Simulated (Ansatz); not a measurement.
G0W0 rungs for Si3N4 (Fd-3m).

```xyz
14
Lattice="0.0000 3.8937 3.8937 3.8937 0.0000 3.8937 3.8937 3.8937 0.0000" Properties=species:S:1:pos:R:3 pbc="T T T"
Si    2.9203    2.9203    0.9734
Si    2.9203    0.9734    2.9203
Si    0.9734    2.9203    2.9203
Si    0.9734    0.9734    0.9734
Si    5.8406    5.8406    5.8406
Si    3.8937    3.8937    3.8937
N     2.8624    2.8624    2.8624
N     6.8719    4.8092    4.8092
N     4.8092    4.8092    6.8719
N     4.8092    6.8719    4.8092
N     4.9251    4.9251    2.8624
N     4.9251    2.8624    4.9251
N     6.8719    6.8719    6.8719
N     2.8624    4.9251    4.9251
```

The cell and positions are those that the Materials Project relaxed with its own functionals (PBE, PBE+U or r2SCAN), kept fixed. This is not the form that Si3N4 usually takes at ambient conditions.

Runs so far (Ansatz 0.2.0, start PBE, PAW set soft_1 files, 4×4×4 mesh). Times are wall times on 1 × NVIDIA H100 80GB HBM3 (shared by 6 runs) with 2 threads of AMD EPYC 7R13 (Zen 3), shared host, good to a factor of about two.

```
bands summed  cutoff (eV)  gap on the mesh (eV)  time
         126           50                 4.332  13 s
         300          100                 4.529  14 s
         524          150                 4.689  61 s
```

What should the next rung give, with 906 bands and screening to 220 eV, and where is the limit?

The error falls about as one over the bands when the cutoff rises with them. A line through the two highest rungs given predicts 4.779 eV; the run gave 4.808 eV, close to it. The two highest rungs put the limit near 4.972 eV, the pair below near 4.903 eV; their difference is a rough measure of what is unsettled in bands and cutoff; the mesh is a separate error.

Gaps are over the mesh's points; an edge off the mesh would be missed. Limits: not at the basis limit.

[Paths, hosts, dates, memory and timing lines, banners, echoed tables and standing remarks are left out of the program output.]

[Logs are printed without paths, hosts, clocks, repeated set-up lines and the standing remarks that a program may print on its own settings, such as how far it seeks lower states.]

[Runs of the session that timed out or met a known fault of the program may be left out.]

[Cells called generated may have been cut or substituted from an entry of the Crystallography Open Database or the Materials Project.]

[Hosts, paths, dates, database ids (printed as entryN), source tags and the programs' standing remarks are cut or masked in the printed files.]
